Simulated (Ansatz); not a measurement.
# Tunnelling decay and corrugation (ordered overlayer): W(110)-(2x1)-Li, hollow site; Au(100)-c(2x2)-Cl, top site; and others

A simple barrier model says that the current falls as exp(−2κz) with κ = 0.512 √φ (Å⁻¹, φ in eV). How well does that hold over real surfaces, and how fast does atomic contrast fade as the tip draws back?

Set-up. Ansatz 0.2.0, plane waves with PAW datasets (its set soft_2), functional as listed; relaxed slabs, Tersoff-Hamann images of the filled states within the window listed under the Fermi level. κ is fitted to the planar mean between 3 and 5 Å over the top atom; the model's barrier is the work function plus half the window. A setpoint is the mean density at the height named.

The runs side by side:

```tsv
surface	functional	work function (eV)	window (eV)	κ, model (Å⁻¹)	κ, fitted (Å⁻¹)	near setpoint (Å): corrugation (Å)	far setpoint (Å): corrugation (Å)
W(110)-(2x1)-Li, hollow site	PBE-D3(BJ)	2.43	0.20	0.81	0.81	2.5: 0.678	4: 0.317
Ir(100)-(2x1)-Mn, hollow site	PBEsol	3.90	0.40	1.04	1.10	2.5: 1.177	4: 0.602
W(100)-c(2x2)-Se, hollow site	PBEsol	4.07	0.50	1.06	1.26	3: 1.216	5: 0.777
Ta(100)-c(2x2)-Pb, hollow site	PBEsol	4.59	0.30	1.12	1.28	3: 0.971	4.5: 0.556
Ir(100)-c(2x2)-P, top site	PBE	4.80	0.20	1.13	1.25	3: 0.150	4.5: 0.011
Ta(110)-(rectangular two-atom cell)-O, hollow site	LDA	4.87	0.20	1.14	1.26	3: 0.612	4.5: 0.386
Ni(111)-(√3×√3)R30°-H, hcp site	PBE-D3(BJ)	5.14	0.20	1.17	1.28	2.5: 0.078	4: 0.024
Pb(111)-(2x1)-P, fcc site	LDA	5.26	0.30	1.19	1.28	3: 1.242	5: 0.546
Rh(110)-(1x2)-H, top site	PBEsol	5.31	0.50	1.21	1.34	3: 0.553	4.5: 0.390
Au(100)-c(2x2)-Cl, top site	PBE	7.02	0.30	1.37	1.55	3: 1.312	4.5: 0.726
```

**Reading.** The fitted κ is 1.00 to 1.19 times the model's, and larger in 9 of 10. Momentum along the surface adds to κ² and raises it, while a barrier that has not reached its full height this near the surface lowers it. Worked for W(110)-(2x1)-Li, hollow site: 0.512 × √(2.43 + 0.10) = 0.81 Å⁻¹; with the fitted 0.81 Å⁻¹ the current falls by exp(2 × 0.81) = 5.1 per Å. Where it is still over 0.005 Å at the far setpoint (10 rows), the corrugation falls by a factor of 1.3 to 5.7 per Å.

Caveats: The model has an s-wave tip and no forces between tip and sample. Semilocal potentials reach the vacuum level too fast, without an image tail. The surfaces are built from prototypes and need not be the stable ones; functionals, windows and heights differ between rows (the narrowest window from 0.2 eV on is taken, and runs with charge in the vacuum are left out), and rows with Cr, Mn, Fe, Co, Ni or Gd rest on one magnetic start or none. The table is a selection: not every member that was run is listed.

[Logs are printed without paths, hosts, clocks, repeated set-up lines and the standing remarks that a program may print on its own settings, such as how far it seeks lower states.]
